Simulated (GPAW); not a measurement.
# TiO2 (I4_1/amd): refractive index against wavelength

The refractive index of TiO2 (I4_1/amd) along x below the direct gap (2.46 eV on the mesh) is read from one computed spectrum, n = √(Re ε). x, y and z are the Cartesian axes of the input cell.

Symmetry: I4_1/amd, No. 141, tetragonal system. The conventional cell has a = 3.784 Å, b = 3.784 Å, c = 9.515 Å, α = 90.00°, β = 90.00°, γ = 90.00°. Around Ti on site a lie 6 O at 1.93 to 1.98 Å. Around O on site e lie 3 Ti at 1.93 to 1.98 Å.

Method: GPAW 26.7.0, PBE, RPA, k-mesh 11×11×11, local fields up to 50 eV, Lorentzian half width 0.15 eV.

Launch of the response step: `OMP_NUM_THREADS=1 python df.py`. The run took 7.8 min, its band step included, on 1 thread of Arm Neoverse V2 (shared host).

```
wavelength (nm)  photon energy E (eV)       n
           3000                 0.413  2.4717
           2000                 0.620  2.4812
           1550                 0.800  2.4931
           1310                 0.946  2.5053
           1064                 1.165  2.5285
            850                 1.459       ?
            700                 1.771  2.6349
```

In the single-oscillator model n² − 1 = E₀E_d/(E₀² − E²), so 1/(n² − 1) = E₀/E_d − E²/(E₀E_d) is linear in E².

Working, on the rows shown:

| x = E² (eV²) | y = 1/(n² − 1) |
| --- | --- |
| 0.170801 | 0.195721 |
| 0.384302 | 0.193936 |
| 0.639837 | 0.191734 |
| 0.895757 | 0.189519 |
| 1.35784 | 0.185415 |
| 3.13716 | 0.168274 |

Means: x̄ = 1.0976, ȳ = 0.18743. Σ(x − x̄)(y − ȳ) = -0.05431, Σ(x − x̄)² = 5.846. Slope = -0.05431 / 5.846 = -0.009291; intercept = ȳ − slope · x̄ = 0.19763. Turned back into n, the line misses the rows shown by at most 0.0023.

Question: Predict the last column of the withheld row from the fit.

Answer: At x = 2.1276 the line gives y = 0.17786, that is 2.5734. The run gave 2.5707, so the interpolation is off by 0.0027, 1.6 % of the range in the table.

Refitted with all rows, the slope is -0.009234 and the intercept 0.19762. These give E₀ = √(intercept/−slope) = 4.63 eV and E_d = E₀/intercept = 23.4 eV; E₀ is 1.9 times the direct gap. The electronic limit at long wavelengths, without lattice vibrations, is n = √(1 + 1/intercept) = 2.462. Excitons are left out; PBE gaps are as a rule too small. The values come from a sum over the points of one k-mesh and carry its error, which grows as the direct gap shrinks. This version of GPAW has incomplete matrix elements in the optical limit, which can lower ε − 1 by up to a tenth where first-row anions or d states rule.

[Logs are printed without paths, hosts, clocks, repeated set-up lines and the standing remarks that a program may print on its own settings, such as how far it seeks lower states.]
